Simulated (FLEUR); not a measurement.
# Collinear magnetic orders of free Fe(110) film, 1 layer with FLEUR, part 2 of 2

Aim: find out whether free Fe(110) film, 1 layer carries moments, and which collinear order costs least.

FLEUR MaX-R8.1; PBEsol; all-electron FLAPW film, Dirac cores, scalar-relativistic bands.

So far, largest spin moment in the muffin-tin sphere (μB): step 2 (start 1: ferro +) 2.87; step 3 (run 2 (antiferro q=(1/2,1/2,0) +-)) 2.68.

**4. Start 3: no spin polarisation**

A spinless run gives the zero against which the gain from the moments is read.

The k list default-1 (kpts.xml, not shown) is a Γ-centred 16×16×1 mesh.

The input, inp.xml:

```
<?xml version="1.0" encoding="UTF-8" standalone="no"?>
<fleurInput fleurInputVersion="0.39">
   <comment>
      Fe
   </comment>
   <calculationSetup>
      <cutoffs Kmax="3.68" Gmax="11.0" GmaxXC="11.0" numbands="0"/>
      <scfLoop itmax="120" minDistance="0.00002" maxIterBroyd="15" imix="Anderson" alpha="0.03" precondParam="0.0" spinf="2.0" sdNocoIR="T"/>
      <coreElectrons ctail="T" frcor="F" kcrel="1" coretail_lmax="0"/>
      <xcFunctional name="PBEs" relativisticCorrections="F"/>
      <magnetism jspins="1"/>
      <soc l_soc="F" theta="0.0" phi="0.0" spav="F"/>
      <expertModes spex="0" secvar="F"/>
      <geometryOptimization l_f="F" forcealpha="1.0" forcemix="BFGS" epsdisp="0.00001" epsforce="0.00001"/>
      <ldaU l_linMix="F" mixParam="0.05" spinf="1.0"/>
   </calculationSetup>
   <cell>
      <bzIntegration valenceElectrons="16.0" mode="hist" fermiSmearingEnergy="0.00183747">
         <kPointListSelection listName="default-1"/>
         <xi:include xmlns:xi="http://www.w3.org/2001/XInclude" href="kpts.xml"> </xi:include>
      </bzIntegration>
      <xi:include xmlns:xi="http://www.w3.org/2001/XInclude" href="sym.xml"> </xi:include>
      <filmLattice scale="1.0" dVac="5.26" dTilda="7.76">
         <bravaisMatrixFilm>
            <row-1>    2.7079775365518000    -3.8296584928783730</row-1>
            <row-2>    2.7079775365518000     3.8296584928783730</row-2>
         </bravaisMatrixFilm>
         <vacuumEnergyParameters vacuum="1" spinUp="-.25" spinDown="-.25"/>
      </filmLattice>
   </cell>
   <atomSpecies>
      <species name="Iron (Fe)" element="Fe" atomicNumber="26">
         <mtSphere radius="2.23" gridPoints="737" logIncrement="0.016"/>
         <atomicCutoffs lmax="8" lnonsphr="6"/>
         <electronConfig flipSpins="F">
            <coreConfig>(1s1/2) (2s1/2) (2p1/2) (2p3/2)</coreConfig>
            <valenceConfig>(3s1/2) (3p1/2) (3p3/2) (4s1/2) (3d3/2) (3d5/2)</valenceConfig>
            <stateOccupation state="(3d3/2)" spinUp="1.200000" spinDown="1.200000"/>
            <stateOccupation state="(3d5/2)" spinUp="1.800000" spinDown="1.800000"/>
         </electronConfig>
         <energyParameters s="4" p="4" d="3" f="4"/>
         <lo type="SCLO" l="0" n="3" eDeriv="0"/>
         <lo type="SCLO" l="1" n="3" eDeriv="0"/>
      </species>
   </atomSpecies>
   <atomGroups>
      <atomGroup species="Iron (Fe)">
         <filmPos label="                   1">.0000000000 .0000000000 .0000000000</filmPos>
         <force calculate="T" relaxXYZ="TTT"/>
      </atomGroup>
   </atomGroups>
   <output dos="F" band="F" slice="F">
      <bandDOS minEnergy="-.5*Htr" maxEnergy="0.5*Htr" sigma="0.015" storeEVData="T"/>
      <plotting iplot="0" polar="F">
         <plot TwoD="T" vec1="  1.0  0.0  0.0" vec2="  0.0  1.0  0.0" vec3="  0.0  0.0  1.0" zero="  0.0  0.0 -0.5" file="plot"/>
      </plotting>
      <moessbauerParams electricFieldGradient="F" isomerShift="T" coreHyperfine="T" valenceHyperfine="T"/>
   </output>
</fleurInput>
```

The input, crystal.txt:

```
Fe
&input film=T cartesian=F /
1.43300000000  -2.02656800000  0.00000000000
1.43300000000  2.02656800000  0.00000000000
0.00000000000  0.00000000000  1.00000000000
1.8897261246
1.0 1.0 1.0

1
26 0.00000000000  0.00000000000  0.00000000000

&kpt div1=16 div2=16 div3=1 gamma=T /
```

Started as:

```console
OMP_NUM_THREADS=1 inpgen -f crystal.txt > inpgen.log  # inp.xml is then edited as shown
OMP_NUM_THREADS=1 mpirun -n 4 fleur_MPI > fleur.log
```

Log:

```text
[banner, memory and clock lines left out]
Welcome to FLEUR        (www.flapw.de)
      MaX-Release 8.1          (www.max-centre.eu)

 ========== k-point set info ==========
 Selected k-point list: default-1
 k-point list type: mesh
 0 x 0 x 0
 Number of k points: 76

 [... set-up left out ...]
 Iteration:     1   Distance:      12.89014319 me/bohr^3
 [... lines of the core solver left out ...]
 Iteration:     2   Distance:      10.93539450 me/bohr^3
 [... lines of the core solver left out ...]
 Iteration:     3   Distance:       7.70614237 me/bohr^3
[...]
<FermiEnergy value="-0.1994088483" units="Htr"/>
         [... left out ...]
         <totalEnergy value="    -1271.5293694709" units="Htr">
            <sumOfEigenvalues value="     -748.6470045117">
               <coreElectrons value="-727.1507306162"/>
               <valenceElectrons value="-21.4962738955"/>
            </sumOfEigenvalues>
         [... left out ...]
            <freeEnergy value="-1271.5309494226"/>
            <extrapolationTo0K value="-1271.5301594468"/>
         </totalEnergy>
         <densityConvergence units="me/bohr^3">
            <chargeDensity spin="1" distance="0.0000093509"/>
         </densityConvergence>
      </iteration>
```

It took 12 s on 4 MPI ranks of Arm Neoverse V1, shared host; peak memory 0.19 GiB; 46 s of CPU time.

Numbers from this step:

| Quantity | Value |
| --- | --- |
| free energy | -34600.1198 eV |
| program's band gap on this mesh (in a metal only a level spacing) | 0.01726 eV |
| final state | non-magnetic (no spin polarisation) |

It lies 960 meV a seeded atom over the first start.

**5. Energies of the orders**

Free energies are divided by the number of seeded atoms, so that cells of unlike size compare. Wavevectors q in the names are fractions of the primitive cell's reciprocal vectors.

Orders:

```
                     start        final state  typed order kept  energy over the lowest (meV a seeded atom)  largest sphere moment (μB)  net moment (μB a primitive cell)  mesh matched  CPU time (s)
                   ferro +      ferromagnetic               yes                                           0                       2.869                             2.925           yes         81.06
antiferro q=(1/2,1/2,0) +-  antiferromagnetic               yes                                       299.6                       2.684                                 0           yes         285.2
      no spin polarisation       non-magnetic                 -                                       960.4                           0                                 0           yes          46.1
```

**6. Spin–orbit coupling, moments along z**

Spin–orbit coupling ties the spins to the lattice and lets orbital moments form.

A new self-consistent run of the start ferro +, with the moments along z.

The input, inp.xml:

```
<?xml version="1.0" encoding="UTF-8" standalone="no"?>
<fleurInput fleurInputVersion="0.39">
   <comment>
      Fe
   </comment>
   <calculationSetup>
      <cutoffs Kmax="3.68" Gmax="11.0" GmaxXC="11.0" numbands="36"/>
      <scfLoop itmax="120" minDistance="0.00002" maxIterBroyd="15" imix="Anderson" alpha="0.03" precondParam="0.0" spinf="2.0" sdNocoIR="T"/>
      <coreElectrons ctail="T" frcor="F" kcrel="1" coretail_lmax="0"/>
      <xcFunctional name="PBEs" relativisticCorrections="F"/>
      <magnetism jspins="2"/>
      <soc l_soc="T" theta="0.0" phi="0.0" spav="F"/>
      <expertModes spex="0" secvar="F"/>
      <geometryOptimization l_f="F" forcealpha="1.0" forcemix="BFGS" epsdisp="0.00001" epsforce="0.00001"/>
      <ldaU l_linMix="F" mixParam="0.05" spinf="1.0"/>
   </calculationSetup>
   <cell>
      <bzIntegration valenceElectrons="16.0" mode="hist" fermiSmearingEnergy="0.00183747">
         <kPointListSelection listName="default-1"/>
         <xi:include xmlns:xi="http://www.w3.org/2001/XInclude" href="kpts.xml"> </xi:include>
      </bzIntegration>
      <xi:include xmlns:xi="http://www.w3.org/2001/XInclude" href="sym.xml"> </xi:include>
      <filmLattice scale="1.0" dVac="5.26" dTilda="7.76">
         <bravaisMatrixFilm>
            <row-1>    2.7079775365518000    -3.8296584928783730</row-1>
            <row-2>    2.7079775365518000     3.8296584928783730</row-2>
         </bravaisMatrixFilm>
         <vacuumEnergyParameters vacuum="1" spinUp="-.25" spinDown="-.25"/>
      </filmLattice>
   </cell>
   <atomSpecies>
      <species name="Iron (Fe) 2.800" element="Fe" atomicNumber="26">
         <mtSphere radius="2.23" gridPoints="737" logIncrement="0.016"/>
         <atomicCutoffs lmax="8" lnonsphr="6"/>
         <electronConfig flipSpins="F">
            <coreConfig>(1s1/2) (2s1/2) (2p1/2) (2p3/2)</coreConfig>
            <valenceConfig>(3s1/2) (3p1/2) (3p3/2) (4s1/2) (3d3/2) (3d5/2)</valenceConfig>
            <stateOccupation state="(3d3/2)" spinUp="1.4" spinDown="1.0"/>
            <stateOccupation state="(3d5/2)" spinUp="3.0" spinDown="0.6"/>
         </electronConfig>
         <energyParameters s="4" p="4" d="3" f="4"/>
         <lo type="SCLO" l="0" n="3" eDeriv="0"/>
         <lo type="SCLO" l="1" n="3" eDeriv="0"/>
      </species>
   </atomSpecies>
   <atomGroups>
      <atomGroup species="Iron (Fe) 2.800">
         <filmPos label="                   1">.0000000000 .0000000000 .0000000000</filmPos>
         <force calculate="T" relaxXYZ="TTT"/>
      </atomGroup>
   </atomGroups>
   <output dos="F" band="F" slice="F">
      <bandDOS minEnergy="-.5*Htr" maxEnergy="0.5*Htr" sigma="0.015" storeEVData="T"/>
      <plotting iplot="0" polar="F">
         <plot TwoD="T" vec1="  1.0  0.0  0.0" vec2="  0.0  1.0  0.0" vec3="  0.0  0.0  1.0" zero="  0.0  0.0 -0.5" file="plot"/>
      </plotting>
      <moessbauerParams electricFieldGradient="F" isomerShift="T" coreHyperfine="T" valenceHyperfine="T"/>
   </output>
</fleurInput>
```

The input, crystal.txt:

```
Fe
&input film=T cartesian=F /
1.43300000000  -2.02656800000  0.00000000000
1.43300000000  2.02656800000  0.00000000000
0.00000000000  0.00000000000  1.00000000000
1.8897261246
1.0 1.0 1.0

1
26 0.00000000000  0.00000000000  0.00000000000 : 2.800

&soc 0.0000000 0.0000000 /
&kpt div1=16 div2=16 div3=1 gamma=T /
```

Log:

```text
[banner, memory and clock lines left out]
Welcome to FLEUR        (www.flapw.de)
      MaX-Release 8.1          (www.max-centre.eu)

 ========== k-point set info ==========
 Selected k-point list: default-1
 k-point list type: mesh
 0 x 0 x 0
 Number of k points: 132

 [... set-up left out ...]
 Iteration:     1   Distance:      13.46934243 me/bohr^3
 [... lines of the core solver left out ...]
 Iteration:     2   Distance:      12.58388677 me/bohr^3
 [... lines of the core solver left out ...]
 Iteration:     3   Distance:       8.55269702 me/bohr^3
 [... lines of the core solver left out ...]
 Iteration:     4   Distance:       7.75392078 me/bohr^3
 [... lines of the core solver left out ...]
 Iteration:     5   Distance:       2.62044108 me/bohr^3
 [... lines of the core solver left out ...]
 Iteration:     6   Distance:       2.51094772 me/bohr^3
 [... lines of the core solver left out ...]
 Iteration:     7   Distance:       1.45272350 me/bohr^3
 [... lines of the core solver left out ...]
 Iteration:     8   Distance:       0.87954819 me/bohr^3
 [... lines of the core solver left out ...]
 Iteration:     9   Distance:       0.26677768 me/bohr^3
 [... lines of the core solver left out ...]
 Iteration:    10   Distance:       0.15016989 me/bohr^3
 [... lines of the core solver left out ...]
 Iteration:    11   Distance:       0.12464282 me/bohr^3
 [... lines of the core solver left out ...]
 Iteration:    12   Distance:       0.05164955 me/bohr^3
 [... lines of the core solver left out ...]
 Iteration:    13   Distance:       0.03395854 me/bohr^3
 [... lines of the core solver left out ...]
[... rest left out ...]

--- out.xml (last complete iteration) ---
<iteration numberForCurrentRun="   24" overallNumber="   24">
         [... left out ...]
         <bandgap value="0.0000000000" units="eV"/>
         <sumValenceSingleParticleEnergies value="-21.2281665594" units="Htr"/>
         <FermiEnergy value="-0.1672891481" units="Htr"/>
         [... left out ...]
         <magneticMomentsInMTSpheres units="muBohr">
            <globalMagMoment atomType="1" vec="0.00000   0.00000   2.86514"/>
         </magneticMomentsInMTSpheres>
         <orbitalMomentsInMTSpheres units="muBohr">
            <globalMagMoment atomType="1" vec="0.00000   0.00000   0.07102"/>
         </orbitalMomentsInMTSpheres>
         [... left out ...]
         <totalEnergy value="    -1271.5663647815" units="Htr">
            <sumOfEigenvalues value="     -748.0541891676">
               <coreElectrons value="-726.8260226082"/>
               <valenceElectrons value="-21.2281665594"/>
            </sumOfEigenvalues>
         [... left out ...]
            <freeEnergy value="-1271.5668063828"/>
            <extrapolationTo0K value="-1271.5665855821"/>
         </totalEnergy>
         <densityConvergence units="me/bohr^3">
            <chargeDensity spin="1" distance="0.0000042681"/>
            <chargeDensity spin="2" distance="0.0000061691"/>
            <overallChargeDensity distance="0.0000069864"/>
            <spinDensity distance="0.0000079837"/>
         </densityConvergence>
      </iteration>
```

Wall time 40 s (4 MPI ranks); peak memory 0.31 GiB.

Numbers from this step:

| Property | Result |
| --- | --- |
| free energy | -34601.0955 eV |
| program's band gap on this mesh (in a metal only a level spacing) | 0 eV |
| magnetization | 2.921 μB |
| final state | ferromagnetic |
| largest moment | 2.865 μB |
| orbital moment along the spin | 0.07102 μB |

Orbital moment in the sphere, along the spin axis by atom:

```
atom  orbital moment in the sphere, along the spin axis (μB)
 Fe1                                                  0.0710
```

Fields along z, the direction of positive moments; semicore shells count as valence. Hyperfine fields at the nuclei:

```
atom  core contact (T)  valence contact (T)  dipolar (T)  orbital (T)  sum (T)  density at the nucleus (e/bohr³)
 Fe1            -69.94                54.84        6.906        4.006   -4.182                             15120
```

**7. Results**

```json
{"lowest state found": "ferromagnetic (typed ferro +)", "largest site spin moment": "2.87 μB", "next finished state": "antiferromagnetic, 300 meV a seeded atom higher", "energy gained by spin polarisation": "960 meV a seeded atom", "hyperfine field at Fe1, along its moment": "-4.18 T", "orbital moment on the atom of largest spin, along its spin (spin–orbit run)": "0.0710 μB"}
```

**Reading.** The lowest state found is ferromagnetic, reached from the start ferro +, with moments up to 2.87 μB. The next finished state costs 300 meV a seeded atom. At Fe1 the core shells give -69.9 T and the valence and semicore s states 54.8 T along the moment, -5.27 T per μB together; orbital and dipolar parts add 11 T. Semilocal functionals tend to give too weak a core polarisation. The orbital moment is parallel to the spin. This is the lowest of 3 finished starts, no proof of the ground state.

[Logs and program files are shortened in this print: banners, set-up blocks, solver, clock and traceback lines can be left out without a mark of their own.]

[Logs are printed without paths, hosts, clocks, repeated set-up lines and the standing remarks that a program may print on its own settings, such as how far it seeks lower states.]

[Hosts, paths, dates, database ids (printed as entryN), source tags and the programs' standing remarks are cut or masked in the printed files.]

[Where a cell is said to come from a database of computed structures, the database is the Materials Project.]
